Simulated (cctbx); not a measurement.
# HoB2Rh2 with cctbx, script by script

Library: cctbx 2025.11. The data are simulated by the first script.

## 1. Simulate the data

run.py:

```python
from cctbx import adptbx, crystal, miller, sgtbx, xray
from cctbx.array_family import flex
from iotbx.shelx import hklf
from scitbx import matrix
import scitbx.random

cs = crystal.symmetry(unit_cell=(3.716, 3.716, 9.487, 90, 90, 90), space_group_symbol='Hall: -I 4 2')  # I4/mmm
atoms = [  # label, site, U (iso, or U11 U22 U33 U12 U13 U23 in A^2), occupancy
    ("Ho1", (0, 0, 0), (0.0048, 0.0048, 0.0053, 0.0000, -0.0000, -0.0000), 1),
    ("Rh1", (0.5, 0, 0.25), (0.0052, 0.0052, 0.0061, 0.0000, 0.0000, 0.0000), 1),
    ("B1", (0, 0, 0.3853), (0.0122, 0.0122, 0.0064, 0.0000, 0.0000, -0.0000), 1),
]
xs = xray.structure(crystal_symmetry=cs)
for label, site, u, occ in atoms:
    u = adptbx.u_cif_as_u_star(cs.unit_cell(), u) if isinstance(u, tuple) else u
    xs.add_scatterer(xray.scatterer(label, site=site, u=u, occupancy=occ))
xs.set_inelastic_form_factors(0.71073, "sasaki")
xs.show_summary()
p1 = xs.expand_to_p1()
ms = miller.build_set(p1, anomalous_flag=True, d_min=0.77)
flex.set_random_seed(55530)
scitbx.random.set_random_seed(55530)
ms = ms.select(flex.random_double(ms.size()) < 0.8)
i = ms.structure_factors_from_scatterers(p1, algorithm="direct").f_calc().as_intensity_array().data()
i = i * 70000 / flex.max(i)
sig = flex.sqrt(i + flex.pow2(0.04 * i) + 8 ** 2)
noise = scitbx.random.variate(scitbx.random.normal_distribution())(i.size())
data = ms.array(data=i + sig * noise, sigmas=sig).set_observation_type_xray_intensity()
with open("data.hkl", "w") as f:
    data.export_as_shelx_hklf(f)
print("reflections written:", data.size(), " <I/sigma> = %.1f" % flex.mean(data.data() / data.sigmas()))
for h, a, b in list(data.sort("data"))[:12]:
    print("%4d%4d%4d %9.1f %7.1f" % (h + (a, b)))
```

```console
$ python run.py
```

```text
Number of scatterers: 3
At special positions: 3
Unit cell: (3.716, 3.716, 9.487, 90, 90, 90)
Space group: I 4/m m m (No. 139)
reflections written: 951  <I/sigma> = 10.1
   1  -1   2   73761.9  2812.5
   1  -1  -2   70875.7  2812.5
   1   1  -2   69996.1  2812.5
   1   1   2   69930.4  2812.5
   0   0   4   68959.4  2609.8
  -1   1  -2   68629.6  2812.5
  -1  -1  -2   67624.9  2812.5
   0  -2   0   64812.0  2517.0
   0   0  -4   63956.8  2609.8
   0   2   0   61932.0  2517.0
   2   0   0   61479.6  2517.0
   2   0  -4   43449.6  1692.6
```

It took 0.24 s on 1 thread of Arm Neoverse V2, on a shared host, peak memory 0.07 GiB.

## 2. Symmetry

run.py:

```python
from cctbx import crystal, sgtbx, statistics
from cctbx.array_family import flex
from iotbx.shelx import hklf

p1 = crystal.symmetry(unit_cell=(3.716, 3.716, 9.487, 90, 90, 90), space_group_symbol="P 1")
raw = hklf.reader(file_name="data.hkl").as_miller_arrays(crystal_symmetry=p1, anomalous=True)[0]
print(raw.size(), "reflections to d = %.3f A" % raw.d_min())
isig = raw.data() / raw.sigmas()
print("centring   violations  <I/sigma> of those")
best = "P"
for c in "ABCIRF":
    a = raw.customized_copy(space_group_info=sgtbx.space_group_info("Hall: %s 1" % c)).sys_absent_flags().data()
    m = flex.mean(isig.select(a))
    print("%5s %10d of %5d %8.1f" % (c, (isig.select(a) > 4).count(True), a.count(True), m))
    if (isig.select(a) > 4).count(True) < 0.01 * a.count(True):
        best = c
raw = raw.select(~raw.customized_copy(space_group_info=sgtbx.space_group_info("Hall: %s 1" % best)).sys_absent_flags().data())
isig = raw.data() / raw.sigmas()
rows = []
for s in sgtbx.space_group_symbol_iterator():
    g = sgtbx.space_group(s)
    if g.conventional_centring_type_symbol() != best or not g.is_compatible_unit_cell(p1.unit_cell(), 1e-3, 0.02):
        continue
    rows.append((s, g))
print("Laue class    unique    Rint  (classes that these axes allow; Friedel mates merged)")
rint = {}
for s, g in rows:
    laue = g.build_derived_patterson_group()
    key = laue.type().hall_symbol()
    if key not in rint:
        m = raw.customized_copy(space_group_info=laue.info(), anomalous_flag=False).merge_equivalents()
        rint[key] = m.r_int()
        print("%-14s %6d %7.3f" % (laue.type().lookup_symbol(), m.array().size(), m.r_int()))
floor = min(rint.values())
good = [(s, g) for s, g in rows if rint[g.build_derived_patterson_group().type().hall_symbol()] < 2 * floor + 0.03]
top = max(g.build_derived_patterson_group().order_z() for s, g in good)
print("space group    extra absences  I>4sigma  <I/sigma>")
for s, g in good:
    laue = g.build_derived_patterson_group()
    if laue.order_z() != top:
        continue
    a = raw.customized_copy(space_group_info=g.info()).sys_absent_flags().data()
    a &= ~raw.customized_copy(space_group_info=laue.info()).sys_absent_flags().data()
    bad = (isig.select(a) > 4).count(True)
    if bad <= 0.03 * a.count(True):
        print("%-16s %8d %10d %9s  %s" % (s.universal_hermann_mauguin(), a.count(True), bad, "%.1f" % flex.mean(isig.select(a)) if a.count(True) else "-", "centric" if g.is_centric() else "acentric"))
laue = max(good, key=lambda t: t[1].build_derived_patterson_group().order_z())[1].build_derived_patterson_group()
f = raw.customized_copy(space_group_info=laue.info(), anomalous_flag=False).merge_equivalents().array().eliminate_sys_absent().f_sq_as_f()
f.set_observation_type_xray_amplitude()
bins = max(3, min(8, f.size() // 12))
f.setup_binner(n_bins=bins)
w = statistics.wilson_plot(f, {e: n / laue.order_z() for e, n in {'Ho': 2.0, 'Rh': 4.0, 'B': 4.0}.items()}, e_statistics=True)
print("Wilson B = %.2f A^2   <|E^2-1|> = %.3f (0.968 centric, 0.736 acentric)   E^2>4: %.1f %%" % (w.wilson_b, w.mean_e_sq_minus_1, w.percent_e_sq_gt_2))
print("shell (A)         n   <I/sigma>")
m = raw.customized_copy(space_group_info=laue.info(), anomalous_flag=False).merge_equivalents().array().eliminate_sys_absent()
for b in m.setup_binner(n_bins=bins).range_used():
    sel = m.binner().selection(b)
    print("%5.2f - %4.2f %6d %8.1f" % (min(m.binner().bin_d_range(b)[0] if m.binner().bin_d_range(b)[0] > 0 else 99, 99), m.binner().bin_d_range(b)[1], sel.count(True), flex.mean((m.data() / m.sigmas()).select(sel))))
```

```console
$ python run.py
```

```text
951 reflections to d = 0.773 A
centring   violations  <I/sigma> of those
    A        220 of   470      9.8
    B        227 of   482      9.9
    C        227 of   468     11.6
    I          0 of   489     -0.0
    R        313 of   638     10.3
    F        337 of   710     10.4
Laue class    unique    Rint  (classes that these axes allow; Friedel mates merged)
I 1 2/m 1         167   0.025
I 1 1 2/m         155   0.026
I 2/m 1 1         165   0.027
I m m m           102   0.028
I 4/m              81   0.028
I 4/m m m          61   0.029
space group    extra absences  I>4sigma  <I/sigma>
I 4 2 2                 0          0         -  acentric
I 4 m m                 0          0         -  acentric
I -4 m 2                0          0         -  acentric
I -4 2 m                0          0         -  acentric
I 4/m m m               0          0         -  centric
Wilson B = 0.77 A^2   <|E^2-1|> = 0.721 (0.968 centric, 0.736 acentric)   E^2>4: 0.0 %
shell (A)         n   <I/sigma>
 4.74 - 1.33     15     51.6
 1.33 - 1.06     12     45.1
 1.06 - 0.93     11     55.8
 0.93 - 0.84     12     52.4
 0.84 - 0.78     11     49.4
```

Time: 0.27 s.

## 3. Charge flipping

run.py:

```python
import itertools
from cctbx import crystal, maptbx
from cctbx.array_family import flex
from iotbx.shelx import hklf
from smtbx.ab_initio import charge_flipping as cf

cs = crystal.symmetry(unit_cell=(3.716, 3.716, 9.487, 90, 90, 90), space_group_symbol='Hall: -I 4 2')  # I4/mmm
raw = hklf.reader(file_name="data.hkl").as_miller_arrays(crystal_symmetry=cs, anomalous=True)[0]
merged = raw.eliminate_sys_absent().merge_equivalents()
fo2 = merged.array().set_observation_type_xray_intensity()
f = fo2.average_bijvoet_mates().f_sq_as_f().resolution_filter(d_min=0.77)
p1 = f.expand_to_p1()
work = p1
flex.set_random_seed(8310)
it = cf.weak_reflection_improved_iterator(delta=None, weak_reflection_fraction=0.2)
it.start(work, phases=flex.random_double(p1.size()) * 6.2832, f_000=0)
it.delta = 1 * it.rho_map.sigma()
print("cycle      R  skewness")
for n, st in enumerate(itertools.islice(it, 150)):
    if n % 12 == 0:
        print("%5d %6.3f %8.2f" % (n, st.r1_factor(), st.rho_map.skewness()))
rho = p1.phase_transfer(it.f_calc).fft_map().apply_volume_scaling()
polish = cf.low_density_elimination_iterator(constant_rho_c=rho.sigma())
polish.start(f_obs=p1, phases=it.f_calc, f_000=0)
for _ in range(8):
    next(polish)
print("origin shift          correlation  skewness")
maps = []
for fc, shift, cc in itertools.islice(cf.f_calc_symmetrisations(f, polish.f_calc, 0), 4):
    m = f.phase_transfer(fc).fft_map(symmetry_flags=maptbx.use_space_group_symmetry, resolution_factor=0.25).apply_sigma_scaling()
    maps.append((m.skewness(), cc, m))
    print("%6.3f %6.3f %6.3f %10.3f %9.2f" % (tuple(shift) + (cc, m.skewness())))
skew, cc, m = max((t for t in maps if t[1] > maps[0][1] - 0.04), key=lambda t: t[0])
print("taken: symmetry correlation %.3f, skewness %.2f" % (cc, skew))
peaks = m.peak_search(parameters=maptbx.peak_search_parameters(min_distance_sym_equiv=0.9, max_clusters=8)).all()
sps = cs.special_position_settings(min_distance_sym_equiv=0.5)
print("peak      x       y       z  mult  height/sigma")
for k, (x, h) in enumerate(zip(peaks.sites(), peaks.heights())):
    ss = sps.site_symmetry(x)
    print("Q%-3d %7.4f %7.4f %7.4f %4d %8.1f" % ((k + 1,) + tuple(t % 1 for t in ss.exact_site()) + (ss.multiplicity(), h)))
```

```console
$ python run.py
```

```text
cycle      R  skewness
    0  0.508     0.28
   12  0.406     1.54
   24  0.351     4.68
   36  0.283     5.10
   48  0.274     4.70
   60  0.275     4.86
   72  0.278     4.68
   84  0.265     4.66
   96  0.267     4.89
  108  0.271     4.92
  120  0.268     4.74
  132  0.254     4.81
  144  0.257     4.69
origin shift          correlation  skewness
 0.039  0.484  0.083      0.968      4.75
 0.037  0.482  0.331      0.967      6.42
 0.038 -0.018  0.082      0.967      5.43
 0.039 -0.016  0.333      0.966      3.66
taken: symmetry correlation 0.967, skewness 6.42
peak      x       y       z  mult  height/sigma
Q1    0.0000  0.0000  0.5000    2     16.0
Q2    0.0000  0.5000  0.2500    4      9.6
Q3    0.0000  0.0000  0.0000    2      4.1
Q4    0.0000  0.0000  0.2393    4      1.2
Q5    0.1875  0.1875  0.4168   16      1.2
Q6    0.1717  0.1717  0.0000    8      1.2
Q7    0.0000  0.2058  0.0802   16      1.1
Q8    0.0000  0.2605  0.5000    8      0.8
```

Time: 0.3 s.

## 4. Refinement (model from the peaks)

run.py:

```python
import math
from cctbx import adptbx, crystal, maptbx, sgtbx, xray
from cctbx.array_family import flex
from cctbx.xray import observations
from iotbx.shelx import hklf
from scitbx.lstbx import normal_eqns_solving
from smtbx import absolute_structure, utils
from smtbx.refinement import constraints, least_squares

cs = crystal.symmetry(unit_cell=(3.716, 3.716, 9.487, 90, 90, 90), space_group_symbol='Hall: -I 4 2')  # I4/mmm
atoms = [  # label, site, U (iso, or U11 U22 U33 U12 U13 U23 in A^2), occupancy
    ("Ho1", (0, 0, 0.5), 0.0200, 1),
    ("Rh1", (0, 0.5, 0.25), 0.0200, 1),
    ("B1", (0, 0, 0.2393), 0.0200, 1),
]
xs = xray.structure(crystal_symmetry=cs)
for label, site, u, occ in atoms:
    u = adptbx.u_cif_as_u_star(cs.unit_cell(), u) if isinstance(u, tuple) else u
    xs.add_scatterer(xray.scatterer(label, site=site, u=u, occupancy=occ))
xs.set_inelastic_form_factors(0.71073, "sasaki")
raw = hklf.reader(file_name="data.hkl").as_miller_arrays(crystal_symmetry=cs, anomalous=True)[0]
merged = raw.eliminate_sys_absent().merge_equivalents()
fo2 = merged.array().set_observation_type_xray_intensity()
print("Rint %.3f, %d unique reflections to %.2f A" % (merged.r_int(), fo2.size(), fo2.d_min()))
for sc in xs.scatterers():
    sc.flags.set_grad_site(True)
    sc.flags.set_grad_u_aniso(sc.flags.use_u_aniso())
    sc.flags.set_grad_u_iso(sc.flags.use_u_iso())
obs = fo2.as_xray_observations()
extra = {}
rep = constraints.reparametrisation(xs, [], utils.connectivity_table(xs), **extra)
ls = least_squares.crystallographic_ls(obs, rep, weighting_scheme=least_squares.mainstream_shelx_weighting(a=0, b=0))
print("cycle     R1     wR2    GooF  max shift (A)")
for cycle in range(6):
    ls.build_up()
    r1, wr2, goof = ls.r1_factor(cutoff_factor=2)[0], ls.wR2(), ls.goof()
    old = xs.sites_cart()
    normal_eqns_solving.levenberg_marquardt_iterations(ls, n_max_iterations=3, tau=0.0001, step_threshold=1e-7)
    big = flex.max((xs.sites_cart() - old).norms())
    print("%4d %7.4f %7.4f %7.3f %9.5f" % (cycle + 1, r1, wr2, goof, big))
    ls.build_up(objective_only=True)
    if abs(ls.wR2() - wr2) < 5e-5 and big < 5e-4:
        break
ls.build_up()
print("final R1 %.4f wR2 %.4f GooF %.3f  parameters %d  data/parameter %.1f" % (ls.r1_factor(cutoff_factor=2)[0], ls.wR2(), ls.goof(), ls.n_parameters, fo2.size() / ls.n_parameters))
cov = ls.covariance_matrix_and_annotations()
su = dict(zip(cov.annotations, (math.sqrt(max(v, 0)) for v in cov.matrix.matrix_packed_u_diagonal())))
a2 = cs.unit_cell().reciprocal_parameters()[0] ** -2
print("atom        x        y        z      Ueq    occ   su(xyz)  su(Uiso or U11)")
for sc in xs.scatterers():
    s = max(su.get(sc.label + k, 0) for k in (".x", ".y", ".z"))
    npd = "" if sc.is_positive_definite_u(cs.unit_cell()) else "  NPD"
    print("%-5s %8.5f %8.5f %8.5f %8.4f %6.3f %8.5f %7.4f%s" % ((sc.label,) + sc.site + (sc.u_iso_or_equiv(cs.unit_cell()), sc.occupancy, s, su.get(sc.label + ".uiso", su.get(sc.label + ".u11", 0) * a2), npd)))
fo = fo2.f_sq_as_f()
fc = fo.structure_factors_from_scatterers(xs, algorithm="direct").f_calc()
diff = fo.f_obs_minus_f_calc(1 / math.sqrt(ls.scale_factor()), fc).average_bijvoet_mates()
m = diff.fft_map(symmetry_flags=maptbx.use_space_group_symmetry, resolution_factor=0.25).apply_volume_scaling()
print("difference map: max %.2f min %.2f rms %.2f" % (m.statistics().max(), m.statistics().min(), m.statistics().sigma()))
peaks = m.peak_search(parameters=maptbx.peak_search_parameters(min_distance_sym_equiv=0.6, max_clusters=5)).all()
near = xs.closest_distances(peaks.sites(), distance_cutoff=4)
sps = cs.special_position_settings(min_distance_sym_equiv=0.5)
for k, (x, h) in enumerate(zip(peaks.sites(), peaks.heights())):
    ss = sps.site_symmetry(x)
    print("Q%-3d %7.4f %7.4f %7.4f %4d %7.2f  %.2f A from %s" % ((k + 1,) + tuple(t % 1 for t in ss.exact_site()) + (ss.multiplicity(), h, near.smallest_distances[k], xs.scatterers()[near.i_seqs[k]].label)))
```

```console
$ python run.py
```

```text
Rint 0.029, 61 unique reflections to 0.78 A
cycle     R1     wR2    GooF  max shift (A)
   1  0.1386  0.3798  22.047   0.04552
   2  0.0492  0.1635   9.489   1.21468
   3  0.0383  0.1363   7.910   0.16110
   4  0.0173  0.0565   3.277   0.07716
   5  0.0092  0.0211   1.225   0.00005
final R1 0.0092 wR2 0.0211 GooF 1.225  parameters 4  data/parameter 15.2
atom        x        y        z      Ueq    occ   su(xyz)  su(Uiso or U11)
Ho1    0.00000  0.00000  0.50000   0.0049  1.000  0.00000  0.0002
Rh1    0.00000  0.50000  0.25000   0.0054  1.000  0.00000  0.0002
B1     0.00000  0.00000  0.11531   0.0090  1.000  0.00057  0.0010
difference map: max 0.50 min -0.83 rms 0.18
Q1    0.0000  0.0000  0.4612    4    0.50  0.37 A from Ho1
Q2    0.0000  0.5000  0.2096    8    0.47  0.38 A from Rh1
Q3    0.0000  0.0000  0.2423    4    0.45  1.20 A from B1
Q4    0.0000  0.2069  0.0660   16    0.42  0.90 A from B1
Q5    0.0000  0.5000  0.0000    4    0.41  1.86 A from Ho1
```

Time: 0.54 s.

## 5. Refinement (anisotropic displacement)

run.py, as its changes from the last script of this kind:

```diff
@@ -12,3 +12,3 @@
-    ("Ho1", (0, 0, 0.5), 0.0200, 1),
-    ("Rh1", (0, 0.5, 0.25), 0.0200, 1),
-    ("B1", (0, 0, 0.2393), 0.0200, 1),
+    ("Ho1", (0, 0, 0.5), 0.0049, 1),
+    ("Rh1", (0, 0.5, 0.25), 0.0054, 1),
+    ("B1", (0, 0, 0.11531), 0.0090, 1),
@@ -20,0 +21 @@
+xs.convert_to_anisotropic()
@@ -34 +35 @@
-for cycle in range(6):
+for cycle in range(8):
@@ -38 +39 @@
-    normal_eqns_solving.levenberg_marquardt_iterations(ls, n_max_iterations=3, tau=0.0001, step_threshold=1e-7)
+    normal_eqns_solving.levenberg_marquardt_iterations(ls, n_max_iterations=3, tau=1e-06, step_threshold=1e-7)
@@ -59 +60 @@
-peaks = m.peak_search(parameters=maptbx.peak_search_parameters(min_distance_sym_equiv=0.6, max_clusters=5)).all()
+peaks = m.peak_search(parameters=maptbx.peak_search_parameters(min_distance_sym_equiv=0.6, max_clusters=6)).all()
```

```console
$ python run.py
```

```text
Rint 0.029, 61 unique reflections to 0.78 A
cycle     R1     wR2    GooF  max shift (A)
   1  0.0092  0.0214   1.274   0.00171
   2  0.0080  0.0175   1.045   0.00000
final R1 0.0080 wR2 0.0175 GooF 1.045  parameters 7  data/parameter 8.7
atom        x        y        z      Ueq    occ   su(xyz)  su(Uiso or U11)
Ho1    0.00000  0.00000  0.50000   0.0049  1.000  0.00000  0.0002
Rh1    0.00000  0.50000  0.25000   0.0054  1.000  0.00000  0.0002
B1     0.00000  0.00000  0.11513   0.0099  1.000  0.00052  0.0015
difference map: max 0.43 min -0.73 rms 0.16
Q1    0.0000  0.2123  0.0644   16    0.45  0.92 A from B1
Q2    0.1485  0.1485  0.4436   16    0.36  0.95 A from Ho1
Q3    0.0000  0.3364  0.1827   16    0.33  0.88 A from Rh1
Q4    0.1287  0.3342  0.3073   32    0.33  0.95 A from Rh1
Q5    0.0000  0.5000  0.0000    4    0.32  1.86 A from Ho1
Q6    0.0000  0.0000  0.2450    4    0.30  1.23 A from B1
```

It took 0.39 s on 1 thread of Arm Neoverse V2, on a shared host, peak memory 0.09 GiB.

[Logs are printed without paths, hosts, clocks, repeated set-up lines and the standing remarks that a program may print on its own settings, such as how far it seeks lower states.]
